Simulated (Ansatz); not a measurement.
# (BaO)3(AgCl)1 [001] superlattice, started as rocksalt type: from the cell to its phonons

Wanted: phonon frequencies of (BaO)3(AgCl)1 [001] superlattice, started as rocksalt type and what follows from them.

Method: DFT PBEsol, scalar-relativistic, plane waves, PAW, in Ansatz 0.2.0.

The structure was built from a prototype and need not be the compound's stable phase.

## (1) The structure

It takes space group P4/mmm (No. 123, tetragonal). The conventional cell has a = 3.919 Å, b = 3.919 Å, c = 11.085 Å, α = 90.00°, β = 90.00°, γ = 90.00°. Nearest to Ag lie 4 Cl at 2.77 Å and 2 O at 2.77 Å. Ba has 5 O at 2.77 Å and 1 Cl at 2.77 Å nearest. Nearest to Ba lie 6 O at 2.77 Å. Cl has 4 Ag at 2.77 Å and 2 Ba at 2.77 Å nearest. O has 1 Ag at 2.77 Å and 5 Ba at 2.77 Å nearest. Nearest to O lie 6 Ba at 2.77 Å. Farther neighbours and most contacts between anions are not listed.

## (2) Coarse relaxation

The start is far from rest, so a relaxation with loose tolerances brings it close first.

The input, input.yaml:

```yaml
crystal:
  lattice:
    - [2.77125, 2.77125, 0.0]
    - [-2.77125, 2.77125, 0.0]
    - [0.0, 0.0, 11.085]
  atoms:
    - { symbol: Ag, position: [0.5, 0.5, 0.75] }
    - { symbol: Ba, position: [0.0, 0.0, 0.0] }
    - { symbol: Ba, position: [0.5, 0.5, 0.25] }
    - { symbol: Ba, position: [0.0, 0.0, 0.5] }
    - { symbol: Cl, position: [1.0, 0.0, 0.75] }
    - { symbol: O, position: [0.5, 0.5, 0.0] }
    - { symbol: O, position: [1.0, 0.0, 0.25] }
    - { symbol: O, position: [0.5, 0.5, 0.5] }
kpoints:
  mp_grid: { grid: [6, 6, 2] }
hamiltonian:
  xc: pbesol
scf:
  occupations: { method: gaussian, width: 0.1 }
output:
  forces: true
  stress: true
  eigenvalues: true
relax:
  adjacent_minimum: "off"
  f_tol: 0.05
  max_steps: 80
  cell: { stress_tol: 0.5 }
```

The run is started by

```console
ansatz run input.yaml --threads 8 --pin off --max-ram 14336MiB --backend cpu --events-out ev --progress --plain --runs-dir out
```

Numbers of over 12 decimals in the logs are rounded to 6 here.

Log:

```text
The last accepted step is kept in <dir> (removed where the run ends without a failure and the disk answers)
Engine: ansatz 0.2.0, aarch64-unknown-linux-gnu
Pseudopotentials: kind: paw
Pseudopotential: Ag, paw, valence charge 19, recommended cutoff 420 eV (normal), Ag.paw.azcp
Pseudopotential: Ba, paw, valence charge 10, recommended cutoff 420 eV (normal), Ba.paw.azcp
[...]
- [2.707075, 2.707075, 0.0]
    - [-2.707075, 2.707075, 0.0]
    - [0.0, 0.0, 11.550624]
  atoms:
    - { symbol: Ag, position: [0.5, 0.5, 0.75] }
    - { symbol: Ba, position: [0, 0, 0.013047] }
    - { symbol: Ba, position: [0.5, 0.5, 0.25] }
    - { symbol: Ba, position: [0, 0, 0.486953] }
    - { symbol: Cl, position: [1.0, 0.0, 0.75] }
    - { symbol: O, position: [0.5, 0.5, 0.018582] }
    - { symbol: O, position: [1.0, 0.0, 0.25] }
    - { symbol: O, position: [0.5, 0.5, 0.481418] }
[key lines of the parts left out:]
SCF converged after 6 iterations
Free energy (F): -27861.767756 eV
Fermi energy:    8.941360 eV
P = ⅓ Tr σ = 0.0767 GPa (0.767 kbar)
```

Elapsed: 12 s, on 8 threads of Arm Neoverse V1, shared host; peak memory 0.78 GiB.

Step by step:

| step | energy less that of the first step (eV) | largest force component (eV/Å) | pressure (GPa) | volume (Å³) |
| --- | --- | --- | --- | --- |
| 1 | 0.0000 | 1.0396 | -1.00 | 170.26 |
| 2 | -0.0799 | 1.1646 | 0.81 | 165.87 |
| 3 | -0.2693 | 0.1434 | -0.42 | 169.65 |
| 4 | -0.2834 | 0.0461 | -0.23 | 169.62 |
| 5 | -0.2879 | 0.0163 | 0.06 | 169.29 |
| 6* | -0.2912 | 0.0159 | 0.08 | 169.29 |

Relaxation steps marked * repeat the geometry before them on a plane-wave basis chosen anew for their cell, so energy and pressure can jump there.

Forces are held to the 16 operations that the run works with; a distortion that breaks them can't arise in this run.

| conventional cell, symmetrised | before | after | change |
| --- | --- | --- | --- |
| a (Å) | 3.919 | 3.828 | -2.3 % |
| b (Å) | 3.919 | 3.828 | -2.3 % |
| c (Å) | 11.085 | 11.551 | +4.2 % |
| volume (Å³/atom) | 21.28 | 21.16 | -0.6 % |

The atoms that moved most (Å, as changes of fractional coordinates times the final cell):

| atom | dx | dy | dz | length |
| --- | --- | --- | --- | --- |
| O8 | 0.000 | 0.000 | -0.215 | 0.215 |
| O6 | 0.000 | 0.000 | 0.215 | 0.215 |
| Ba2 | 0.000 | 0.000 | 0.151 | 0.151 |
| Ba4 | 0.000 | 0.000 | -0.151 | 0.151 |

Numbers from this step:

```yaml
pressure: 0.07666 GPa
volume_per_atom: 21.16 Å³
gap_on_the_k_mesh: 0.4182 eV
direct_gap_on_mesh: 0.7295 eV
```

In this step the volume went from 21.28 to 21.16 Å³/atom.

## (3) Bringing the structure to rest

Harmonic phonons are second derivatives at a point where the forces vanish, and they are wanted at zero stress, so atoms and cell are relaxed first.

The input, input.yaml:

```yaml
crystal:
  lattice:
    - [2.7070753425, 2.7070753425, 0.0]
    - [-2.7070753425, 2.7070753425, 0.0]
    - [0.0, 0.0, 11.5506242643]
  atoms:
    - { symbol: Ag, position: [0.5, 0.5, 0.75] }
    - { symbol: Ba, position: [0.0, 0.0, 0.0130466434] }
    - { symbol: Ba, position: [0.5, 0.5, 0.25] }
    - { symbol: Ba, position: [0.0, 0.0, 0.4869533566] }
    - { symbol: Cl, position: [1.0, 0.0, 0.75] }
    - { symbol: O, position: [0.5, 0.5, 0.0185815945] }
    - { symbol: O, position: [1.0, 0.0, 0.25] }
    - { symbol: O, position: [0.5, 0.5, 0.4814184055] }
kpoints:
  mp_grid: { grid: [8, 8, 4] }
hamiltonian:
  xc: pbesol
scf:
  occupations: { method: gaussian, width: 0.02 }
output:
  forces: true
  stress: true
  eigenvalues: true
  write_density: true
  write_potential: true
  elf: true
  volumetric_format: npy
relax:
  adjacent_minimum: "off"
  f_tol: 0.005
  max_steps: 80
  cell: { stress_tol: 0.05 }
```

Log:

```text
[...]
Crystal: 8 atoms, lattice volume = 169.292 Å³
Basis set: ecut = 420 eV, 3295 PW (Γ), exchange–correlation on 54×54×160 points (8 copies of the dense FFT grid, shifted against one another)
Bands: 45, of which v1, the nominal top of the filled ones, is band 37 counted from 1 (36 counted from 0)
Symmetry: 16 space group operations
[...]
k-points: 45 of 256
[...]
SCF iter   1: F=—  HF=-27861.839698 eV  |F-HF|=—  |Δ(HF+E_count)|=         —  Δρ=1.38e-2  dr2=3.32e-1  ethr=1.77e-3  ⟨swp⟩=9.4  Hψ=9505  notcnv=0  defer=3
[...]
SCF iter   8: F=-27861.769114 eV  HF=-27861.769114 eV  |F-HF|=6.64e-9  |Δ(HF+E_count)|=   3.99e-8  Δρ=2.79e-6  dr2=1.04e-8  ethr=1.35e-10  ⟨swp⟩=17.4  Hψ=16476  notcnv=0
SCF 1 converged in 8 iterations: F = -27861.769114 eV  dr2 = 1.04e-8
[...]
relax step   1: F+E_penalty+E_count = -27861.76911422 eV  Δ(F+E_penalty+E_count) = +0.000e0 eV  max|allowed force component| = 1.309e-2 eV/Å  Δτ_max = 0.0000 Å  P = +0.075 GPa  Ω = 169.292 Å³  (8 SCF iters, dr2 threshold 1.00e-7 eV, accepted)
Crystal: 8 atoms, lattice volume = 170.015 Å³
Basis set: ecut = 420 eV, 3311 PW (Γ), exchange–correlation on 54×54×160 points (8 copies of the dense FFT grid, shifted against one another)
[...]
SCF iter   6: F=-27861.768296 eV  HF=-27861.768296 eV  |F-HF|=1.84e-8  |Δ(HF+E_count)|=   3.75e-8  Δρ=3.89e-6  dr2=3.39e-8  ethr=3.29e-10  ⟨swp⟩=13.0  Hψ=15415  notcnv=0
SCF 2 converged in 6 iterations: F = -27861.768296 eV  dr2 = 3.39e-8
relax step   2: F+E_penalty+E_count = -27861.76829580 eV  Δ(F+E_penalty+E_count) = +8.184e-4 eV  max|allowed force component| = 2.090e-2 eV/Å  Δτ_max = 0.0050 Å  P = -0.199 GPa  Ω = 170.015 Å³  energy of the carried Pulay correction = -1.051e-3 eV  (6 SCF iters, dr2 threshold 2.44e-7 eV, accepted)
Crystal: 8 atoms, lattice volume = 169.539 Å³
[...]
SCF iter   6: F=-27861.769363 eV  HF=-27861.769363 eV  |F-HF|=1.57e-8  |Δ(HF+E_count)|=   1.79e-8  Δρ=4.46e-6  dr2=2.91e-8  ethr=2.06e-10  ⟨swp⟩=12.7  Hψ=15457  notcnv=0
SCF 3 converged in 6 iterations: F = -27861.769363 eV  dr2 = 2.91e-8
relax step   3: F+E_penalty+E_count = -27861.76936292 eV  Δ(F+E_penalty+E_count) = -1.067e-3 eV  max|allowed force component| = 1.523e-2 eV/Å  Δτ_max = 0.0046 Å  P = +0.011 GPa  Ω = 169.539 Å³  energy of the carried Pulay correction = -3.599e-4 eV  (6 SCF iters, dr2 threshold 1.53e-7 eV, accepted)
[...]
relax step   4: F+E_penalty+E_count = -27861.76947617 eV  Δ(F+E_penalty+E_count) = -1.133e-4 eV  max|allowed force component| = 1.235e-2 eV/Å  Δτ_max = 0.0030 Å  P = +0.025 GPa  Ω = 169.466 Å³  energy of the carried Pulay correction = -2.531e-4 eV  (6 SCF iters, dr2 threshold 1.45e-8 eV, accepted)
[...]
relax step   5: F+E_penalty+E_count = -27861.76939717 eV  Δ(F+E_penalty+E_count) = +7.900e-5 eV  max|allowed force component| = 7.201e-4 eV/Å  Δτ_max = 0.0014 Å  P = +0.003 GPa  Ω = 169.539 Å³  energy of the carried Pulay correction = -3.595e-4 eV  (6 SCF iters, dr2 threshold 9.53e-9 eV, accepted)
[...]
SCF iter   1: F=—  HF=-27861.769700 eV  |F-HF|=—  |Δ(HF+E_count)|=         —  Δρ=1.94e-5  dr2=5.72e-8  ethr=2.86e-7  ⟨swp⟩=4.0  Hψ=15795  notcnv=0
eigensolver tolerance schedule: the retry pair's looser diagonalisation over-reported the residual by 3695.39 of it (diagonalisation noise at 0.52 of the residual, at the tolerance the schedule requests for it); recorded, not acted on — ethr = c·dr2/N_el stays at c = 1.0e-1
[...]
SCF iter   2: F=—  HF=-27861.769728 eV  |F-HF|=—  |Δ(HF+E_count)|=   2.82e-5  Δρ=9.81e-6  dr2=1.52e-8  ethr=7.73e-11  ⟨swp⟩=3.9  Hψ=4150  notcnv=0
[...]
SCF iter   9: F=-27861.769729 eV  HF=-27861.769729 eV  |F-HF|=7.28e-12  |Δ(HF+E_count)|=    0.00e0  Δρ=1.61e-9  dr2=3.20e-15  ethr=1.00e-12  ⟨swp⟩=5.1  Hψ=6944  notcnv=0
SCF 6 converged in 9 iterations: F = -27861.769729 eV  dr2 = 3.20e-15
relax step   6: F+E_penalty+E_count = -27861.76972866 eV  Δ(F+E_penalty+E_count) = -3.315e-4 eV  max|allowed force component| = 7.076e-4 eV/Å  Δτ_max = 0.0000 Å  P = +0.006 GPa  Ω = 169.539 Å³  stress off target by 6.48e-3 GPa  SCF on the basis re-selected at this cell (its energy is not comparable with the rows above)  (9 SCF iters)
[...]
SCF converged after 9 iterations
Free energy (F): -27861.769729 eV
[...]
Internal energy: -27861.769729 eV  (E = F + TS)
E sigma→0 (E₀):  -27861.769729 eV
Fermi energy:    8.908437 eV
[...]
--- Forces (eV/Å), atoms counted from 1 ---
  atom   1  Ag    -0.00000000    -0.00000000     0.00000000
  atom   2  Ba     0.00000000     0.00000000     0.00032067
  atom   3  Ba    -0.00000000    -0.00000000     0.00000000
  atom   4  Ba     0.00000000     0.00000000    -0.00032067
  atom   5  Cl     0.00000000     0.00000000     0.00000000
  atom   6  O      0.00000000     0.00000000     0.00070762
  atom   7  O      0.00000000    -0.00000000     0.00000000
  atom   8  O      0.00000000     0.00000000    -0.00070762
  max |Σ_I F_I| component: 1.08e-19 eV/Å
--- Stress (GPa, compression-positive) ---
        0.006147      -0.000000       0.000000
        0.000000       0.006147       0.000000
        0.000000       0.000000       0.006479
  P = ⅓ Tr σ = 0.0063 GPa (0.063 kbar)
--- Band table (eV; the first three rows and the last of 45) ---
  k-point 0: bands = [... 33 lower, 8.2642, 8.2642, 8.3986, 8.3986, 9.1018, 10.8529, 11.6288, 12.7328, ... 4 higher]
  k-point 1: bands = [... 33 lower, 8.2610, 8.2610, 8.3998, 8.3998, 9.3076, 10.8526, 11.6265, 12.7431, ... 4 higher]
  k-point 2: bands = [... 33 lower, 8.2578, 8.2578, 8.4009, 8.4009, 9.4849, 10.8523, 11.6242, 12.5581, ... 4 higher]
  k-point 44: bands = [... 33 lower, 8.5409, 8.5409, 8.7126, 8.7126, 10.1636, 11.2970, 11.2970, 12.5154, ... 4 higher]
--- Relaxed structure (5 steps of the walk, 5 accepted, 1 SCFs on fresh bases) ---
[...]
cell:  # Å, volume = 169.5388 Å³
    - [2.704345, 2.704345, 0.0]
    - [-2.704345, 2.704345, 0.0]
    - [0.0, 0.0, 11.590842]
  atoms:
    - { symbol: Ag, position: [0.5, 0.5, 0.750000] }
    - { symbol: Ba, position: [0, 0, 0.012868] }
    - { symbol: Ba, position: [0.5, 0.5, 0.250000] }
    - { symbol: Ba, position: [0, 0, 0.487132] }
    - { symbol: Cl, position: [1.0, 0.0, 0.750000] }
    - { symbol: O, position: [0.5, 0.5, 0.018539] }
    - { symbol: O, position: [1.0, 0.0, 0.250000] }
    - { symbol: O, position: [0.5, 0.5, 0.481461] }
```

The job ended after 24 s (8 threads; peak memory 0.88 GiB; 2.9 min of CPU time).

The steps of the relaxation:

| step | energy less that of the first step (eV) | largest force component (eV/Å) | pressure (GPa) | volume (Å³) |
| --- | --- | --- | --- | --- |
| 1 | 0.0000 | 0.0131 | 0.07 | 169.29 |
| 2 | 0.0008 | 0.0209 | -0.20 | 170.01 |
| 3 | -0.0002 | 0.0152 | 0.01 | 169.54 |
| 4 | -0.0004 | 0.0124 | 0.03 | 169.47 |
| 5 | -0.0003 | 0.0007 | 0.00 | 169.54 |
| 6* | -0.0006 | 0.0007 | 0.01 | 169.54 |

Relaxation steps marked * repeat the geometry before them on a plane-wave basis chosen anew for their cell, so energy and pressure can jump there.

Forces are held to the 16 operations that the run works with; a distortion that breaks them can't arise in this run.

| conventional cell, symmetrised | before | after | change |
| --- | --- | --- | --- |
| a (Å) | 3.828 | 3.825 | -0.1 % |
| b (Å) | 3.828 | 3.825 | -0.1 % |
| c (Å) | 11.551 | 11.591 | +0.3 % |
| volume (Å³/atom) | 21.16 | 21.19 | +0.1 % |

Final coordinates:

```cif
data_structure
_symmetry_space_group_name_H-M 'P 1'
_symmetry_Int_Tables_number 1
_cell_length_a 3.8245
_cell_length_b 3.8245
_cell_length_c 11.5908
_cell_angle_alpha 90.000
_cell_angle_beta 90.000
_cell_angle_gamma 90.000
_cell_volume 169.54
loop_
_atom_site_label
_atom_site_type_symbol
_atom_site_fract_x
_atom_site_fract_y
_atom_site_fract_z
_atom_site_occupancy
Ag1 Ag 0.50000 0.50000 0.75000 1
Ba2 Ba 0.00000 0.00000 0.01287 1
Ba3 Ba 0.50000 0.50000 0.25000 1
Ba4 Ba 0.00000 0.00000 0.48713 1
Cl5 Cl 0.00000 0.00000 0.75000 1
O6 O 0.50000 0.50000 0.01854 1
O7 O 0.00000 0.00000 0.25000 1
O8 O 0.50000 0.50000 0.48146 1
```

Numbers from this step:

```
pressure           : 0.006258 GPa
gap on the k-mesh  : 0.3884 eV
volume per atom    : 21.19 Å³
direct gap on mesh : 0.7032 eV
```

ELF in the ac plane at fractional y = 0.000, with atoms of Ba and Cl and O within 0.2 Å of it. It is the smooth field of the valence electrons, not physical close to the nuclei.

Ten even steps from '0' (0.01) to '9' (0.87), each cell a mean:
```
57997200038996
99862000013689
22100000000112
76542000012467
99985200036999
47997300148996
78997200147998
99974100025899
43210000001233
54320000001244
99985100026999
13897200048973
02898200049961
89985100026998
55421000001345
33211000001223
88863100014788
57985100026897
78974100025898
77642000013567
22110000000112
88752000003688
46996100038986
01798200049950
```
Columns run along a (3.8 Å), rows up along c (11.6 Å). Atoms in or near the plane, at fractional coordinates: Ba at (0.00, 0.01), Ba at (0.00, 0.49), Cl at (0.00, 0.75), O at (0.00, 0.25).

Electrostatic potential energy in the ac plane at fractional y = 0.000, with atoms of Ba and Cl and O within 0.2 Å of it. With pseudopotentials it is smooth inside the atoms' cores, unlike the true potential.

Ten even steps from '0' (-35 eV) to '9' (13 eV), each cell a mean:
```
11257899987421
45678999998765
88999999999988
88999999999998
23689999999853
00169999998500
00379999998610
56899999999876
99999999999999
77889999999887
23468999998643
00147899986310
00136899986310
22468999987532
77889999999877
99999999999999
57999999999986
01599999999930
12799999999952
89999999999999
89999999999999
45678999998765
01257899986421
00136899985200
```
Columns run along a (3.8 Å; values clipped at the 3rd and 97th percentile), rows up along c (11.6 Å). Atoms in or near the plane, at fractional coordinates: Ba at (0.00, 0.01), Ba at (0.00, 0.49), Cl at (0.00, 0.75), O at (0.00, 0.25).

Valence density in the ac plane at fractional y = 0.000, with atoms of Ba and Cl and O within 0.2 Å of it. It is the smooth field of the valence electrons, not physical close to the nuclei.

Ten steps, logarithmic in the rise over the least value, from '_' (0.0 e/Å³) to '@' (6.5 e/Å³), each cell a mean:
```
******++--..____..::==++****
++++==--::________..::--++++
--::::..______________..::::
====--::..__________..::--==
****++==::..____....--==****
==****++--::......::==**##**
******++--::......::==++****
**++==--::..______..::--++++
----::..____________....::--
==----::..__________..::----
****++==::..______..--==++**
++****++==::..__..::==****++
==++****==::..__..--++****++
******==--..______::--++****
====--::..__________..::--==
----::....__________..::::--
##**++--::..______..::--++**
@@@@##==--....__..::--++%%@@
@@%%**==::..____....--++##%%
++++--::..________....--==++
----::....__________....::--
++++==--::________..::--++++
******++--::..__..::==++****
--++****==::..__..--++****++
```
Columns run along a (3.8 Å), rows up along c (11.6 Å). Atoms in or near the plane, at fractional coordinates: Ba at (0.00, 0.01), Ba at (0.00, 0.49), Cl at (0.00, 0.75), O at (0.00, 0.25).

In this step the volume went from 21.16 to 21.19 Å³/atom.

## (4) Relaxing to small forces for the phonons

Phonons need a cell at rest on their own settings, so the relaxation is repeated with tight tolerances on forces and stress, using the mesh and the filling of the phonon run that follows.

The input, input.yaml:

```yaml
crystal:
  lattice:
    - [2.7043451337, 2.7043451337, 0.0]
    - [-2.7043451337, 2.7043451337, 0.0]
    - [0.0, 0.0, 11.5908423673]
  atoms:
    - { symbol: Ag, position: [0.5, 0.5, 0.75] }
    - { symbol: Ba, position: [0.0, 0.0, 0.0128676196] }
    - { symbol: Ba, position: [0.5, 0.5, 0.25] }
    - { symbol: Ba, position: [0.0, 0.0, 0.4871323804] }
    - { symbol: Cl, position: [1.0, 0.0, 0.75] }
    - { symbol: O, position: [0.5, 0.5, 0.0185391162] }
    - { symbol: O, position: [1.0, 0.0, 0.25] }
    - { symbol: O, position: [0.5, 0.5, 0.4814608838] }
kpoints:
  mp_grid: { grid: [8, 8, 4] }
hamiltonian:
  xc: pbesol
scf:
  occupations: { method: fixed }
output:
  forces: true
  stress: true
  eigenvalues: true
relax:
  adjacent_minimum: "off"
  f_tol: 0.001
  max_steps: 60
  cell: { stress_tol: 0.01 }
```

Log:

```text
[...]
Crystal: 8 atoms, lattice volume = 169.539 Å³
Basis set: ecut = 420 eV, 3295 PW (Γ), exchange–correlation on 54×54×160 points (8 copies of the dense FFT grid, shifted against one another)
Bands: 45, of which v1, the nominal top of the filled ones, is band 37 counted from 1 (36 counted from 0)
Symmetry: 16 space group operations
[...]
k-points: 45 of 256
[...]
- [-2.7043451337, 2.7043451337, 0.0]
    - [0.0, 0.0, 11.5908423673]
  atoms:
    - { symbol: Ag, position: [0.5, 0.5, 0.75] }
    - { symbol: Ba, position: [0.0, 0.0, 0.012868] }
    - { symbol: Ba, position: [0.5, 0.5, 0.250000] }
    - { symbol: Ba, position: [0.0, 0.0, 0.4871323804] }
    - { symbol: Cl, position: [1.0, 0.0, 0.75] }
    - { symbol: O, position: [0.5, 0.5, 0.0185391162] }
    - { symbol: O, position: [1.0, 0.0, 0.250000] }
    - { symbol: O, position: [0.5, 0.5, 0.481461] }
[key lines of the parts left out:]
SCF converged after 7 iterations
Free energy (F): -27861.769729 eV
Fermi energy:    8.713401 eV
P = ⅓ Tr σ = 0.0063 GPa (0.063 kbar)
```

Wall time 9.1 s (8 threads); peak memory 0.86 GiB.

Little changed from the start: no atom moved by 0.005 Å and no cell edge by 0.1 %.

This step gave:

```yaml
pressure: 0.006257 GPa
```

The largest force component left is 0.71 meV/Å and the pressure is 0.006 GPa, within the tolerances set. The cell now holds 21.19 Å³/atom.

(Part 1 of 2 ends here.)

[Logs are printed without paths, hosts, clocks, repeated set-up lines and the standing remarks that a program may print on its own settings, such as how far it seeks lower states.]

[Hosts, paths, dates, database ids (printed as entryN), source tags and the programs' standing remarks are cut or masked in the printed files.]
